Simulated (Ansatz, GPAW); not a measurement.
# S/Pd(111): converging a work function, part 2 of 3

How do cutoff, mesh, smearing and the dipole layer change the work function of S/Pd(111)?

GPAW 26.7.0 and Ansatz 0.2.0; Ansatz plane waves; slab in vacuum with a dipole correction, relaxation; PAW set soft_1 (the session's first sound run).

So far, upper work function (eV): step 2 (relaxing the atoms) 5.08.

### 3. The slab's potential

The work function is the vacuum plateau of the electrostatic potential less the Fermi level; a dipole layer lets the two faces have plateaus of their own.

This step: GPAW, PAW setups; slab in vacuum (GPAW 26.7.0).

Input file run.py:

```python
import json
import numpy as np
from ase import Atoms
from gpaw import GPAW, PW

slab = Atoms(
    ['Pd', 'Pd', 'Pd', 'Pd', 'Pd', 'Pd', 'Pd', 'Pd', 'Pd', 'Pd', 'Pd', 'Pd', 'Pd', 'Pd', 'Pd', 'Pd', 'S', 'S'],
    positions=[
        [-0.00000, 0.00000, 8.00000],
        [1.37532, 0.79404, 10.24589],
        [2.75065, 1.59621, 12.54751],
        [-0.00000, -0.04955, 14.84712],
        [1.37532, 2.38213, 8.00000],
        [2.75065, 3.17617, 10.24589],
        [4.12597, 3.96032, 12.55532],
        [1.37532, 2.39432, 14.96840],
        [2.75065, 0.00000, 8.00000],
        [4.12597, 0.79404, 10.24589],
        [5.50129, 1.59621, 12.54751],
        [2.75065, -0.04955, 14.84712],
        [4.12597, 2.38213, 8.00000],
        [5.50129, 3.17617, 10.24589],
        [6.87661, 3.96032, 12.55532],
        [4.12597, 2.39432, 14.96840],
        [2.75065, 1.40480, 16.58000],
        [5.50129, 1.40480, 16.58000]],
    cell=[[5.50129, 0.0, 0.0], [2.75065, 4.76426, 0.0], [0.0, 0.0, 24.74811]],
    pbc=[True, True, False])

slab.calc = GPAW(mode=PW(400), xc='PBE', kpts={'size': (7, 7, 1), 'gamma': True},
                 occupations={'name': 'fermi-dirac', 'width': 0.1}, nbands='160%',
                 convergence={'density': 1e-05}, maxiter=200,
                 poissonsolver={'dipolelayer': 'xy'},
                 symmetry={'tolerance': 1e-3}, txt='slab.txt')
result = {}
energy = slab.get_potential_energy()
fermi = slab.calc.get_fermi_level()
v = slab.calc.get_electrostatic_potential().mean((0, 1)) - fermi
n = slab.calc.get_pseudo_density().mean((0, 1))
L = slab.cell[2, 2]
z = np.arange(len(v)) * L / len(v)
low, high = slab.positions[:, 2].min(), slab.positions[:, 2].max()
below, above = np.interp([low - 5.8, high + 5.8], z, v)
slopes = [np.interp(x, z, np.gradient(v, z)) for x in (low - 5.8, high + 5.8)]
eps = np.array([[slab.calc.get_eigenvalues(k, s) for k in range(len(slab.calc.get_ibz_k_points()))]
                for s in range(slab.calc.get_number_of_spins())]) - fermi
top, bottom = eps[eps < 0].max(), eps[eps > 0].min()
dipole = slab.get_dipole_moment()[2]
print(f'energy {energy:.4f} eV, Fermi level {fermi:.4f} eV, dipole {dipole:.5f} e A')
print(f'potential 5.8 A off the faces, from the Fermi level: lower {below:.4f} eV, upper {above:.4f} eV')
print(f'slope of the potential there: lower {slopes[0]:.5f}, upper {slopes[1]:.5f} eV/A')
print(f'nearest levels on the mesh: {top:.4f} and {bottom:.4f} eV')
print('magnetic moment', round(slab.get_magnetic_moment(), 3))
result.update(energy=energy, fermi=fermi, dipole=dipole, below=below, above=above, slopes=slopes, edges=[top, bottom],
              z=z.tolist(), v=v.tolist(), n=n.tolist(), positions=slab.positions.tolist(),
              forces=slab.get_forces(apply_constraint=False).tolist(), moments=slab.get_magnetic_moments().tolist())
json.dump(result, open('result.json', 'w'))
```

Command:

```bash
OMP_NUM_THREADS=1 OPENBLAS_NUM_THREADS=1 python run.py
```

The log of the run:

```text
energy -67.0132 eV, Fermi level 0.8715 eV, dipole 0.02154 e A
potential 5.8 A off the faces, from the Fermi level: lower 5.2232 eV, upper 5.0769 eV
slope of the potential there: lower -0.00003, upper 0.00015 eV/A
nearest levels on the mesh: -0.0014 and 0.0005 eV
magnetic moment 0.0
```

Wall time 87 min (1 thread of Arm Neoverse V1, shared host); peak memory 1.1 GiB.

This step gave:

| Property | Result |
| --- | --- |
| dipole along the normal | 0.02154 e·Å |
| levels nearest the Fermi level on the mesh | -0.001423, 5.00e-4 eV from the Fermi level |
| upper work function | 5.077 eV |
| lower work function | 5.223 eV |

The electrostatic potential energy of an electron (without an applied field's), less the Fermi level, planar mean oscillates, so the rows of the table below give means over windows of 2.27 Å about each position, cut where the curve ends. Its maxima inside the range that stand out by 2 % of the span (Å: eV): 9.1: 0.810, 11.4: 1.06, 13.7: 1.21, 15.9: -2.48. Its minima: 8.0: -23.0, 10.2: -23.2, 12.6: -23.2, 15.0: -23.3, 16.6: -11.2.

The electrostatic potential energy of an electron (without an applied field's), less the Fermi level, planar mean by z; means over each step:

```
z (Å)  electrostatic potential energy of an electron (without an applied field's), less the Fermi level, planar mean (eV)
 1.14                                                                                                                5.22
 3.41                                                                                                                5.22
 5.68                                                                                                                4.87
 7.95                                                                                                               -8.99
10.22                                                                                                               -9.34
12.49                                                                                                               -9.28
14.76                                                                                                               -9.91
17.03                                                                                                               -1.99
19.30                                                                                                                5.04
21.57                                                                                                                5.08
23.84                                                                                                                5.08
```

The pseudo valence density, planar mean oscillates, so the rows of the table below give means over windows of 2.27 Å about each position, cut where the curve ends. Its maxima inside the range that stand out by 2 % of the span (Å: e/Å³): 8.0: 2.73, 10.3: 2.70, 12.6: 2.75, 14.8: 2.67. Its minima: 9.1: 0.267, 11.3: 0.244, 13.8: 0.234.

Table of pseudo valence density, planar mean by z; means over each step:

```csv
z (Å),"pseudo valence density, planar mean (e/Å³)"
3.41,3.2e-5
5.68,0.0153
7.95,1.06
10.22,1.07
12.49,1.07
14.76,1.08
17.03,0.202
19.30,0.00182
21.57,0
```

Force by atom:

| atom | x (eV/Å) | y (eV/Å) | z (eV/Å) | size |
| --- | --- | --- | --- | --- |
| Pd1 | 0.000 | -0.006 | -0.339 | 0.339 |
| Pd2 | 0.000 | -0.056 | 0.308 | 0.313 |
| Pd3 | 0.000 | -0.001 | -0.001 | 0.001 |
| Pd4 | 0.000 | -0.063 | -0.058 | 0.086 |
| Pd5 | 0.000 | 0.005 | -0.346 | 0.346 |
| Pd6 | 0.000 | 0.058 | 0.364 | 0.368 |
| Pd7 | 0.000 | 0.002 | -0.001 | 0.002 |
| Pd8 | 0.000 | 0.071 | -0.077 | 0.105 |
| Pd9 | 0.000 | -0.006 | -0.339 | 0.339 |
| Pd10 | 0.000 | -0.056 | 0.308 | 0.313 |
| Pd11 | 0.000 | -0.001 | -0.001 | 0.001 |
| Pd12 | 0.000 | -0.063 | -0.058 | 0.086 |
| Pd13 | 0.000 | 0.005 | -0.346 | 0.346 |
| Pd14 | 0.000 | 0.058 | 0.364 | 0.368 |
| Pd15 | 0.000 | 0.002 | -0.001 | 0.002 |
| Pd16 | 0.000 | 0.071 | -0.077 | 0.105 |
| S17 | 0.000 | -0.008 | 0.148 | 0.148 |
| S18 | 0.000 | -0.008 | 0.148 | 0.148 |

The potential is flat to 1.5e-4 eV/Å where it is read, so the vacuum is wide enough. The geometry is the other program's minimum; here the largest force on a free atom is 0.15 eV/Å.

### 4. Cutoff 200

The cutoff limits how sharply the smooth valence waves can vary, which tells mostly near the atoms.

Edit run.py of step 3 so:

```diff
@@ -29,3 +29,3 @@
 
-slab.calc = GPAW(mode=PW(400), xc='PBE', kpts={'size': (7, 7, 1), 'gamma': True},
+slab.calc = GPAW(mode=PW(200), xc='PBE', kpts={'size': (7, 7, 1), 'gamma': True},
                  occupations={'name': 'fermi-dirac', 'width': 0.1}, nbands='160%',
```

The log of the run:

```text
energy -57.8047 eV, Fermi level 0.8952 eV, dipole 0.02490 e A
potential 5.8 A off the faces, from the Fermi level: lower 5.2659 eV, upper 5.0551 eV
slope of the potential there: lower -0.00279, upper -0.00084 eV/A
nearest levels on the mesh: -0.0009 and 0.0055 eV
magnetic moment 0.0
```

Wall time 32 min (1 thread); peak memory 0.49 GiB.

The run finished. A setting was moved off its sound value on purpose, so it serves as a test and not as the result.

The fault put into the input: a cutoff under that of the base run: the energy of the cell lies 9.2 eV from the base value (ecut = 200).

The two runs compared:

| quantity | this run | sound run | difference |
| --- | --- | --- | --- |
| dipole along the normal (e·Å) | 0.024902 | 0.021543 | 0.00336 |
| upper work function (eV) | 5.0551 | 5.0769 | -0.0218 |
| lower work function (eV) | 5.2659 | 5.2232 | 0.0427 |

One result that differs is the dipole along the normal, 0.0249 e·Å against 0.0215 e·Å.

### 5. Cutoff 300

The cutoff limits how sharply the smooth valence waves can vary, which tells mostly near the atoms.

Edit run.py of step 4 so:

```diff
@@ -29,3 +29,3 @@
 
-slab.calc = GPAW(mode=PW(200), xc='PBE', kpts={'size': (7, 7, 1), 'gamma': True},
+slab.calc = GPAW(mode=PW(300), xc='PBE', kpts={'size': (7, 7, 1), 'gamma': True},
                  occupations={'name': 'fermi-dirac', 'width': 0.1}, nbands='160%',
```

The log of the run:

```text
energy -63.2631 eV, Fermi level 0.8786 eV, dipole 0.02438 e A
potential 5.8 A off the faces, from the Fermi level: lower 5.2393 eV, upper 5.0733 eV
slope of the potential there: lower -0.00031, upper 0.00037 eV/A
nearest levels on the mesh: -0.0001 and 0.0021 eV
magnetic moment 0.0
```

It took 72 min on 1 thread; peak memory 0.78 GiB.

The run finished. A setting was moved off its sound value on purpose, so it serves as a test and not as the result.

The fault put into the input: a cutoff under that of the base run: the energy of the cell lies 3.8 eV from the base value (ecut = 300).

The two runs compared:

```
                     quantity  this run  sound run  difference
dipole along the normal (e·Å)  0.024376   0.021543     0.00283
     upper work function (eV)    5.0733     5.0769    -0.00366
     lower work function (eV)    5.2393     5.2232      0.0161
```

One result that differs is the dipole along the normal, 0.0244 e·Å against 0.0215 e·Å.

### 6. Cutoff 700: ecut = 700

The cutoff limits how sharply the smooth valence waves can vary, which tells mostly near the atoms.

Edit run.py of step 5 so:

```diff
@@ -29,3 +29,3 @@
 
-slab.calc = GPAW(mode=PW(300), xc='PBE', kpts={'size': (7, 7, 1), 'gamma': True},
+slab.calc = GPAW(mode=PW(700), xc='PBE', kpts={'size': (7, 7, 1), 'gamma': True},
                  occupations={'name': 'fermi-dirac', 'width': 0.1}, nbands='160%',
```

The log of the run:

```text
energy -67.6992 eV, Fermi level 0.8699 eV, dipole 0.02162 e A
potential 5.8 A off the faces, from the Fermi level: lower 5.2219 eV, upper 5.0747 eV
slope of the potential there: lower 0.00001, upper -0.00007 eV/A
nearest levels on the mesh: -0.0010 and 0.0002 eV
magnetic moment 0.0
```

The job ended after 3.7 h (1 thread; peak memory 2.4 GiB).

This step gave:

| Item | Value |
| --- | --- |
| dipole along the normal | 0.02162 e·Å |
| levels nearest the Fermi level on the mesh | -9.75e-4, 2.29e-4 eV from the Fermi level |
| upper work function | 5.075 eV |
| lower work function | 5.222 eV |

Table of electrostatic potential energy of an electron (without an applied field's), less the Fermi level, planar mean by z:

```csv
z (Å),"electrostatic potential energy of an electron (without an applied field's), less the Fermi level, planar mean (eV)"
0.0,5.15
0.5,5.22
1.0,5.22
1.5,5.22
2.0,5.22
2.5,5.22
3.0,5.22
3.5,5.22
4.0,5.22
4.5,5.22
5.0,5.21
5.5,5.16
6.0,4.98
6.5,4.30
7.0,1.48
7.5,-9.52
8.0,-22.8
8.5,-9.56
9.0,0.497
9.5,-2.92
10.0,-18.8
10.5,-18.4
11.0,-2.69
11.5,0.858
12.0,-8.02
12.5,-22.9
13.0,-11.6
13.5,0.173
14.0,-0.485
14.5,-13.5
15.0,-22.8
15.5,-8.04
16.0,-2.81
16.5,-10.8
17.0,-3.13
17.5,3.22
18.0,4.70
18.5,5.00
19.0,5.06
19.5,5.07
20.0,5.07
20.5,5.07
21.0,5.07
21.5,5.07
22.0,5.07
22.5,5.07
23.0,5.07
23.5,5.07
24.0,5.07
24.5,5.10
```

The pseudo valence density, planar mean oscillates, so the rows of the table below give means over windows of 2.32 Å about each position, cut where the curve ends. Its maxima inside the range that stand out by 2 % of the span (Å: e/Å³): 8.0: 2.73, 10.2: 2.75, 12.5: 2.76, 14.8: 2.67. Its minima: 9.1: 0.264, 11.4: 0.243, 13.8: 0.228.

Table of pseudo valence density, planar mean by z; means over each step:

```
z (Å)  pseudo valence density, planar mean (e/Å³)
 3.48                                      4.0e-5
 5.80                                      0.0229
 8.12                                        1.05
10.44                                        1.06
12.76                                        1.05
15.08                                        1.08
17.40                                       0.145
19.72                                      4.9e-4
22.04                                           0
```

Force by atom:

| atom | x (eV/Å) | y (eV/Å) | z (eV/Å) | size |
| --- | --- | --- | --- | --- |
| Pd1 | 0.000 | -0.006 | -0.333 | 0.333 |
| Pd2 | 0.000 | -0.056 | 0.310 | 0.315 |
| Pd3 | 0.000 | -0.001 | -0.001 | 0.002 |
| Pd4 | 0.000 | -0.063 | -0.063 | 0.090 |
| Pd5 | 0.000 | 0.005 | -0.340 | 0.340 |
| Pd6 | 0.000 | 0.058 | 0.364 | 0.369 |
| Pd7 | 0.000 | 0.002 | -0.001 | 0.002 |
| Pd8 | 0.000 | 0.070 | -0.081 | 0.107 |
| Pd9 | 0.000 | -0.006 | -0.333 | 0.333 |
| Pd10 | 0.000 | -0.056 | 0.310 | 0.315 |
| Pd11 | 0.000 | -0.001 | -0.001 | 0.002 |
| Pd12 | 0.000 | -0.063 | -0.063 | 0.090 |
| Pd13 | 0.000 | 0.005 | -0.340 | 0.340 |
| Pd14 | 0.000 | 0.058 | 0.365 | 0.369 |
| Pd15 | 0.000 | 0.002 | -0.001 | 0.002 |
| Pd16 | 0.000 | 0.070 | -0.081 | 0.107 |
| S17 | 0.000 | -0.006 | 0.148 | 0.148 |
| S18 | 0.000 | -0.006 | 0.148 | 0.148 |

The upper face's work function is 5.075 eV, against 5.077 eV in the first plane-wave PBE run at this geometry.

### 7. K mesh 2×2

The mesh in the plane samples the bands: a metal's Fermi level needs it dense, and band edges must lie on it.

Edit run.py of step 6 so:

```diff
@@ -29,3 +29,3 @@
 
-slab.calc = GPAW(mode=PW(700), xc='PBE', kpts={'size': (7, 7, 1), 'gamma': True},
+slab.calc = GPAW(mode=PW(400), xc='PBE', kpts={'size': (2, 2, 1), 'gamma': True},
                  occupations={'name': 'fermi-dirac', 'width': 0.1}, nbands='160%',
```

The log of the run:

```text
energy -68.3861 eV, Fermi level 0.9412 eV, dipole -0.00688 e A
potential 5.8 A off the faces, from the Fermi level: lower 5.0551 eV, upper 5.1053 eV
slope of the potential there: lower -0.00006, upper 0.00005 eV/A
nearest levels on the mesh: -0.0563 and 0.0112 eV
magnetic moment 0.0
```

Run time: 17 min. Hardware: 1 thread; peak memory 0.56 GiB.

The run finished with changed settings (kpts = [2, 2]); it serves as a test.

The two runs compared:

| quantity | this run | sound run | difference |
| --- | --- | --- | --- |
| dipole along the normal (e·Å) | -0.0068806 | 0.021543 | -0.0284 |
| upper work function (eV) | 5.1053 | 5.0769 | 0.0284 |
| lower work function (eV) | 5.0551 | 5.2232 | -0.168 |

One result that differs is the lower work function, 5.06 eV against 5.22 eV.

### 8. K mesh 4×4

The mesh in the plane samples the bands: a metal's Fermi level needs it dense, and band edges must lie on it.

Edit run.py of step 7 so:

```diff
@@ -29,3 +29,3 @@
 
-slab.calc = GPAW(mode=PW(400), xc='PBE', kpts={'size': (2, 2, 1), 'gamma': True},
+slab.calc = GPAW(mode=PW(400), xc='PBE', kpts={'size': (4, 4, 1), 'gamma': True},
                  occupations={'name': 'fermi-dirac', 'width': 0.1}, nbands='160%',
```

The log of the run:

```text
energy -66.9447 eV, Fermi level 0.8906 eV, dipole 0.01448 e A
potential 5.8 A off the faces, from the Fermi level: lower 5.1753 eV, upper 5.0781 eV
slope of the potential there: lower -0.00006, upper 0.00005 eV/A
nearest levels on the mesh: -0.0183 and 0.0148 eV
magnetic moment 0.0
```

It took 41 min on 1 thread; peak memory 0.73 GiB.

The run finished with changed settings (kpts = [4, 4]); it serves as a test.

Side by side:

```csv
quantity,this run,sound run,difference
dipole along the normal (e·Å),0.014480,0.021543,-0.00706
upper work function (eV),5.0781,5.0769,0.00114
lower work function (eV),5.1753,5.2232,-0.0478
```

One result that differs is the lower work function, 5.18 eV against 5.22 eV.

### 9. K mesh 10×10: kpts = [10, 10]

The mesh in the plane samples the bands: a metal's Fermi level needs it dense, and band edges must lie on it.

Edit run.py of step 8 so:

```diff
@@ -29,3 +29,3 @@
 
-slab.calc = GPAW(mode=PW(400), xc='PBE', kpts={'size': (4, 4, 1), 'gamma': True},
+slab.calc = GPAW(mode=PW(400), xc='PBE', kpts={'size': (10, 10, 1), 'gamma': True},
                  occupations={'name': 'fermi-dirac', 'width': 0.1}, nbands='160%',
```

The log of the run:

```text
energy -67.0429 eV, Fermi level 0.8724 eV, dipole 0.02147 e A
potential 5.8 A off the faces, from the Fermi level: lower 5.2213 eV, upper 5.0756 eV
slope of the potential there: lower 0.00001, upper 0.00009 eV/A
nearest levels on the mesh: -0.0031 and 0.0017 eV
magnetic moment 0.0
```

The job ended after 2.9 h (1 thread; peak memory 1.8 GiB).

This step gave:

```yaml
dipole_along_the_normal: 0.02147 e·Å
levels_nearest_the_fermi_level_on_the_mesh: -0.003083, 0.001732 eV from the Fermi level
upper_work_function: 5.076 eV
lower_work_function: 5.221 eV
```

The electrostatic potential energy of an electron (without an applied field's), less the Fermi level, planar mean oscillates, so the rows of the table below give means over windows of 2.27 Å about each position, cut where the curve ends. Its maxima inside the range that stand out by 2 % of the span (Å: eV): 9.1: 0.812, 11.4: 1.05, 13.7: 1.21, 15.9: -2.48. Its minima: 8.0: -23.0, 10.2: -23.2, 12.6: -23.2, 15.0: -23.3, 16.6: -11.2.

Table of electrostatic potential energy of an electron (without an applied field's), less the Fermi level, planar mean by z; means over each step:

```csv
z (Å),"electrostatic potential energy of an electron (without an applied field's), less the Fermi level, planar mean (eV)"
1.14,5.22
3.41,5.22
5.68,4.87
7.95,-8.99
10.22,-9.34
12.49,-9.29
14.76,-9.92
17.03,-1.99
19.30,5.04
21.57,5.08
23.84,5.08
```

The upper face's work function is 5.076 eV, against 5.077 eV in the first plane-wave PBE run at this geometry.

(Part 2 of 3 ends here.)

[Logs are printed without paths, hosts, clocks, repeated set-up lines and the standing remarks that a program may print on its own settings, such as how far it seeks lower states.]

[Hosts, paths, dates, database ids (printed as entryN), source tags and the programs' standing remarks are cut or masked in the printed files.]
